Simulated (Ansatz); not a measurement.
# From PBE to G0W0: Bi2Te2Pb2S3 (P-3m1), part 2 of 3

Wanted: the gap of Bi2Te2Pb2S3 (P-3m1) with a many-body correction, and the time that it takes.

Ansatz 0.2.0; PBE, then G0W0 on it, plane waves, PAW. Known limits of the many-body steps: finite bands, screening cutoff and k mesh; no spin-orbit coupling in G0W0; band order with spin-orbit coupling not checked; large ε∞ on the G0W0 mesh; screening cutoff under 40 eV in some runs.

So far. Step 2 (Bands along the symmetry lines): Over mesh and path the gap is 0.381 eV, direct, at k = Γ.

### Step 3. One-shot GW

G0W0 replaces the xc potential by a self-energy built once from the orbitals of the start. Levels are corrected in the window of bands that the input names, at points of the mesh.

This step: G0W0 on PBE, plane waves, PAW.

The input, input.yaml:

```yaml
crystal:
  lattice:
    - [4.25788, 0.0, 0.0]
    - [-2.12894, 3.6874322463, 0.0]
    - [0.0, 0.0, 16.9431]
  atoms:
    - { symbol: Bi, position: [0.0, 0.0, 0.19477] }
    - { symbol: Bi, position: [0.0, 0.0, 0.80523] }
    - { symbol: Te, position: [0.3333333333, 0.6666666667, 0.9106] }
    - { symbol: Te, position: [0.6666666667, 0.3333333333, 0.0894] }
    - { symbol: Pb, position: [0.3333333333, 0.6666666667, 0.60123] }
    - { symbol: Pb, position: [0.6666666667, 0.3333333333, 0.39877] }
    - { symbol: S, position: [0.3333333333, 0.6666666667, 0.29817] }
    - { symbol: S, position: [0.6666666667, 0.3333333333, 0.70183] }
    - { symbol: S, position: [0.0, 0.0, 0.5] }
kpoints:
  mp_grid: { grid: [6, 6, 2] }
hamiltonian:
  xc: pbe
scf:
  occupations: { method: fixed }
gw:
  n_empty_bands: 794
  ecut_chi: 120.0
  qp_bands: [v3, c3]
  qp_kpoints: band_edges
  screening: { model: contour_deformation }
```

Launch:

```
> ansatz run input.yaml --threads 3 --pin off --max-ram 64512MiB --backend cuda --events-out ev --progress --plain --runs-dir out --devices 1 --max-vram 24GiB  # rebuilt from the run's record
```

Numbers of over 12 decimals in the logs are rounded to 6 here.

Output:

```text
GPUs: using 1 of 1 available (devices: 1).
[...]
GPU FFT provider: cuFFT
GPU libraries: cuBLAS 13.8.2, cuFFT 12.4.0, cuSOLVER 12.3.4
Crystal: 9 atoms, lattice volume = 266.018 Å³
Basis set: ecut = 420 eV, 5175 PW (Γ)
Bands: 65, of which v1, the nominal top of the filled ones, is band 54 counted from 1 (53 counted from 0)
Symmetry: 12 space group operations
[...]
k-points: 14 of 72
[...]
GPU buffer pool allocated for 108000 grid points (all kernels)
[...]
SCF iter   1: F=—  HF=-65275.657253 eV  |F-HF|=—  |Δ(HF+E_count)|=         —  Δρ=1.04e-3  dr2=5.96e-3  ethr=1.77e-3  ⟨swp⟩=5.1  Hψ=3203  notcnv=0  defer=118
[...]
SCF iter   8: F=-65275.656056 eV  HF=-65275.656056 eV  |F-HF|=4.46e-9  |Δ(HF+E_count)|=   2.92e-7  Δρ=1.79e-6  dr2=1.80e-8  ethr=9.26e-11  ⟨swp⟩=11.4  Hψ=3975  notcnv=0
SCF 1 converged in 8 iterations: F = -65275.656056 eV  dr2 = 1.80e-8
[...]
NSCF: frozen V_eff on 14 k-points
the band table was solved once the SCF had ended and its energy, with any forces and stress, was formed, with the checks that follow a solve (3660 applications of the Hamiltonian). They found nothing against the state; the energy, forces and stress were not computed again (output.eigenvalues in the input reference)
[...]
G₀W₀ screening: q 1/14
[... further progress lines ...]
SCF converged after 8 iterations
Free energy (F): -65275.656056 eV
[...]
Internal energy: -65275.656056 eV  (E = F + TS)
E sigma→0 (E₀):  -65275.656056 eV
Fermi energy:    8.308407 eV
[...]
--- Band table (eV; the first three rows and the last of 14) ---
  k-point 0: bands = [... 50 lower, 7.4514, 7.4900, 7.4900, 8.3084, 8.6890, 9.5977, 9.7853, 9.7853, ... 7 higher]
  k-point 1: bands = [... 50 lower, 7.4781, 7.4781, 7.7268, 7.9900, 9.0667, 9.3259, 9.9196, 9.9196, ... 7 higher]
  k-point 2: bands = [... 50 lower, 7.3181, 7.3688, 7.4101, 7.9640, 9.4459, 9.8328, 10.1977, 10.4181, ... 7 higher]
  k-point 13: bands = [... 50 lower, 7.0392, 7.0458, 7.1604, 7.1604, 10.2755, 10.2755, 10.6729, 10.9986, ... 7 higher]
--- G₀W₀: contour deformation, 8 samples at zero and on the imaginary axis and 1 off it, 72 q-points, 794 empty bands' worth ---
  eigenvalues of the whole cell's RPA ε∞ on this k-mesh (on a slab, of 1 + 4πα/V) = 18.2606, 18.2606, 21.8925; static W/v taken at q = 0 is 0.052661
  bands read: the sum over 848 bands ends inside a degenerate multiplet in 2 slots, whose members it reads at an even weight; the widest, k=0: bands 848 to 849 (counted from 1) at 1/2 each
  gw.qp_kpoints: band_edges: 11 of 14 stored k-points solved, in 1 pass; an edge of the gap read off the rows below is read off those points alone
    valence top: of the k-points left out ik 9 came nearest to being solved in a further pass, in band 54 (counted from 1, as in the quasiparticle table): it holds the edge there only if its correction is more favourable than any solved in that band by at least 0.704 eV; those differ by 0.034 eV
    conduction bottom: of the k-points left out ik 10 came nearest to being solved in a further pass, in band 55 (counted from 1, as in the quasiparticle table): it holds the edge there only if its correction is more favourable than any solved in that band by at least 1.035 eV; those differ by 0.095 eV
  `?` marks the rows in doubt; gw_qp.tsv's column doubts and the gw_qp event give each row's grounds
    ik  band        ε_KS         Σx   Σc(E_QP)       V_xc       Z   E_QP_lin       E_QP  E_QP is
     0    52      7.4900   -15.6213     1.0756   -14.0911  0.7407     7.0465     7.0354  root
     0    53      7.4900   -15.6213     1.0756   -14.0911  0.7407     7.0465     7.0354  root
     0    54      8.3084   -15.8303     0.4332   -15.0746  0.7507     7.9760     7.9860  root ?
     0    55      8.6890    -8.8765    -3.1161   -11.9174  0.7755     8.6140     8.6138  root
     0    56      9.5977   -10.0416    -3.2150   -13.2131  0.7582     9.5542     9.5541  root
     0    57      9.7853    -9.5863    -3.2742   -12.8514  0.7618     9.7762     9.7762  root
     1    52      7.4781   -15.5499     1.0565   -14.0391  0.7412     7.0348     7.0237  root
     1    53      7.7268   -16.3190     0.6783   -15.3587  0.7448     7.4397     7.4447  root ?
     1    54      7.9900   -14.0663     0.0960   -13.6469  0.7549     7.6564     7.6666  root ?
     1    55      9.0667    -9.9765    -2.8437   -12.7149  0.7663     8.9617     8.9615  root
     1    56      9.3259   -10.3194    -3.0428   -13.3137  0.7639     9.2775     9.2774  root
     1    57      9.9196    -9.8724    -3.3051   -13.1688  0.7572     9.9108     9.9108  root
     2    52      7.3688   -15.9379     1.2673   -14.2278  0.7350     6.9391     6.9260  root
     2    53      7.4101   -16.0406     1.2719   -14.4136  0.7327     7.0314     7.0551  root ?
     2    54      7.9640   -16.1692     0.8514   -14.9833  0.7424     7.6163     7.6295  root ?
     2    55      9.4459    -9.1959    -3.3077   -12.4689  0.7675     9.4113     9.4112  root
     2    56      9.8328    -9.9658    -3.2755   -13.2141  0.7560     9.8055     9.8055  root
     2    57     10.1977    -9.7695    -3.4490   -13.2309  0.7558    10.2101    10.2101  root
     3    52      7.3550   -16.8058     1.3516   -15.1254  0.7303     7.0148     7.0262  root
     3    53      7.5600   -16.1260     1.1781   -14.5974  0.7356     7.1893     7.2095  root ?
     3    54      7.8487   -15.4388     0.7295   -14.3661  0.7453     7.4890     7.5054  root ?
     3    55      9.4664    -9.7257    -3.1754   -12.8637  0.7640     9.4290     9.4289  root
     3    56      9.8455    -9.6539    -3.3507   -12.9806  0.7585     9.8214     9.8214  root
     3    57     10.1747    -9.9023    -3.3885   -13.3042  0.7561    10.1881    10.1881  root
     4    52      7.0679   -16.0144     1.4864   -14.0859  0.7283     6.6384     6.6259  root
     4    53      7.3101   -15.6981     1.1051   -14.2442  0.7361     6.9424     6.9612  root ?
     4    54      7.7744   -16.0614     0.8633   -14.8725  0.7426     7.4378     7.4488  root ?
     4    55      9.4880    -9.5722    -3.2069   -12.7373  0.7649     9.4462     9.4461  root
     4    56      9.9611    -9.5793    -3.3740   -12.9258  0.7574     9.9336     9.9336  root
     4    57     10.4053    -9.6922    -3.4915   -13.2104  0.7549    10.4320    10.4320  root
     5    52      7.1357   -16.5300     1.5942   -14.5192  0.7244     6.7410     6.7191  root
     5    53      7.1452   -16.3031     1.5380   -14.3289  0.7274     6.7232     6.7090  root
     5    54      7.9339   -16.4799     0.8690   -15.2944  0.7423     7.6083     7.6173  root ?
     5    55      9.2586    -8.8683    -3.2531   -12.0615  0.7714     9.1988     9.1987  root
     5    56     10.2483    -9.8962    -3.4801   -13.3665  0.7523    10.2385    10.2384  root
     5    57     10.3686    -9.3945    -3.5306   -12.9429  0.7566    10.3864    10.3864  root
     6    52      6.8731   -15.7661     1.5065   -13.8107  0.7268     6.4346     6.4241  root
     6    53      7.1506   -14.9705     0.9339   -13.6220  0.7382     6.7608     6.7360  root
     6    54      7.6845   -16.1921     0.8486   -15.0299  0.7432     7.3620     7.3708  root ?
     6    55      9.4379    -9.0315    -3.2222   -12.1807  0.7670     9.3651     9.3649  root
     6    56      9.9872   -10.0609    -3.3153   -13.3619  0.7570     9.9729     9.9729  root
     6    57     10.1659    -8.8419    -3.4583   -12.2892  0.7647    10.1549    10.1549  root
     7    52      6.8329   -16.0374     1.5780   -14.0355  0.7231     6.4272     6.4090  root
     7    53      7.0777   -16.4414     1.6221   -14.3831  0.7253     6.6556     6.6415  root
     7    54      7.8397   -16.1680     0.8247   -15.0179  0.7443     7.5035     7.5143  root ?
     7    55      9.1562    -8.8274    -3.2173   -11.9806  0.7717     9.0922     9.0921  root
     7    56     10.2154    -9.1888    -3.4604   -12.6603  0.7609    10.2266    10.2266  root
     7    57     10.3193    -9.2756    -3.5708   -12.8176  0.7539    10.2905    10.2905  root
     8    52      7.1970   -16.5698     1.6013   -14.5521  0.7246     6.8026     6.7806  root
     8    53      7.6728   -16.1246     1.0401   -14.6754  0.7388     7.2916     7.2637  root
     8    54      7.7399   -16.6869     1.1602   -15.1968  0.7364     7.3981     7.4100  root
     8    55      9.7914    -9.1449    -3.4115   -12.5356  0.7665     9.7705     9.7705  root
     8    56      9.9401    -9.3847    -3.4459   -12.8314  0.7617     9.9409     9.9409  root
     8    57     10.3090    -9.5363    -3.5401   -13.0793  0.7536    10.3120    10.3120  root
    11    52      7.0999   -15.9418     1.3758   -14.1522  0.7287     6.7094     6.6861  root
    11    53      7.5770   -16.5751     1.2734   -14.9530  0.7346     7.2090     7.2282  root ?
    11    54      7.6136   -16.5420     1.1560   -15.0510  0.7372     7.2651     7.2786  root ?
    11    55      9.8272    -9.0113    -3.3961   -12.3769  0.7640     9.7968     9.7967  root
    11    56     10.0127    -9.2221    -3.4783   -12.7009  0.7621    10.0133    10.0133  root
    11    57     10.3780    -9.4516    -3.5545   -13.0130  0.7555    10.3849    10.3849  root
    12    52      7.4958   -16.5428     1.3137   -14.8842  0.7333     7.1336     7.1509  root ?
    12    53      7.5071   -16.8135     1.4013   -15.0645  0.7318     7.1407     7.1594  root ?
    12    54      7.5071   -16.8135     1.4013   -15.0645  0.7318     7.1407     7.1594  root ?
    12    55      9.9862    -9.1256    -3.4641   -12.5795  0.7625     9.9760     9.9760  root
    12    56      9.9862    -9.1256    -3.4641   -12.5795  0.7625     9.9760     9.9760  root
    12    57     10.3305    -8.8421    -3.6013   -12.4536  0.7621    10.3407    10.3407  root
```

It took 2.4 min on 1 × NVIDIA H100 80GB HBM3 (shared by 3 runs) with 3 threads of AMD EPYC 7R13 (Zen 3), shared host; peak memory 4 GiB; 4 min of CPU time.

This step gave:

```yaml
bands_summed: 848
rpa_eps_infinity_on_this_mesh_eigenvalues: 18.26, 18.26, 21.89
plane_waves_in_the_screening_matrix: 811
q_points_in_the_mesh: 72
g0w0_gap_over_the_corrected_points: 0.6278 eV
k_of_the_valence_top: 0, 0, 0
k_of_the_conduction_bottom: 0, 0, 0
starting_gap_on_the_mesh: 0.3806 eV
z_at_the_valence_top: 0.7507
z_at_the_conduction_bottom: 0.7755
least_direct_g0w0_gap_over_the_corrected_points: 0.6278 eV
```

Over 11 of 14 irreducible mesh points the G0W0 gap is 0.628 eV, direct, at k = Γ. The PBE gap of this run on the mesh is 0.381 eV. The two states that bound the G0W0 gap lie that far apart at the start, so the correction of the gap is 0.628 − 0.381 = +0.247 eV. The program marks 17 of the 66 corrected levels as in doubt (Σc rises), among them the valence top.

Labels follow the order of the start: v1 is the top filled band, c1 the lowest empty one; levels that stay degenerate share a row, the window can cut a multiplet, doubted levels are not marked in this list, bands outside the window were not corrected, and the list may be a part of the corrected levels. Levels before and after the correction, in eV, zero at the valence-band top of each column:

```
           conduction bottom  valence top
Kohn-Sham               0.38         0.00
     G0W0               0.63         0.00
```

|  | level | occupation | energy (eV) |
| --- | --- | --- | --- |
| Kohn-Sham | Γ v3-v2 | 2 | -0.818 |
| Kohn-Sham | Γ v1 | 2 | 0.000 |
| Kohn-Sham | Γ c1 | 0 | 0.381 |
| Kohn-Sham | Γ c2 | 0 | 1.289 |
| Kohn-Sham | Γ c3 | 0 | 1.477 |
| G0W0 | Γ v3-v2 | 2 | -0.951 |
| G0W0 | Γ v1 | 2 | 0.000 |
| G0W0 | Γ c1 | 0 | 0.628 |
| G0W0 | Γ c2 | 0 | 1.568 |
| G0W0 | Γ c3 | 0 | 1.790 |

The parts of the quasiparticle energy for the two states that bound the G0W0 gap, in eV on the run's own scale (QP = start + Σx + Σc − Vxc, with Σc at the quasiparticle energy):

```csv
edge,k,band,start,Σx,Σc,Vxc,Z,QP
valence top,Γ,54,8.308,−15.830,0.433,−15.075,0.751,7.986
conduction bottom,Γ,55,8.689,−8.877,−3.116,−11.917,0.775,8.614
```

[end of part 2 of 3]

[Paths, hosts, dates, memory and timing lines, banners, echoed tables and standing remarks are left out of the program output.]

[Logs are printed without paths, hosts, clocks, repeated set-up lines and the standing remarks that a program may print on its own settings, such as how far it seeks lower states.]

[Runs of the session that timed out or met a known fault of the program may be left out.]

[Cells called generated may have been cut or substituted from an entry of the Crystallography Open Database or the Materials Project.]

[Hosts, paths, dates, database ids (printed as entryN), source tags and the programs' standing remarks are cut or masked in the printed files.]

[Where an RPA ε∞ is given, it is that of the G0W0 mesh and is not shown converged in it. Names of k-points follow the symmetry that the program found, which can be lower than the space group named. Band edges on a path are those of the sampled points; other points can move an edge, and change direct to indirect where valleys lie close.]

[Hybrid gaps are those of their k-mesh and are not shown converged in it.]
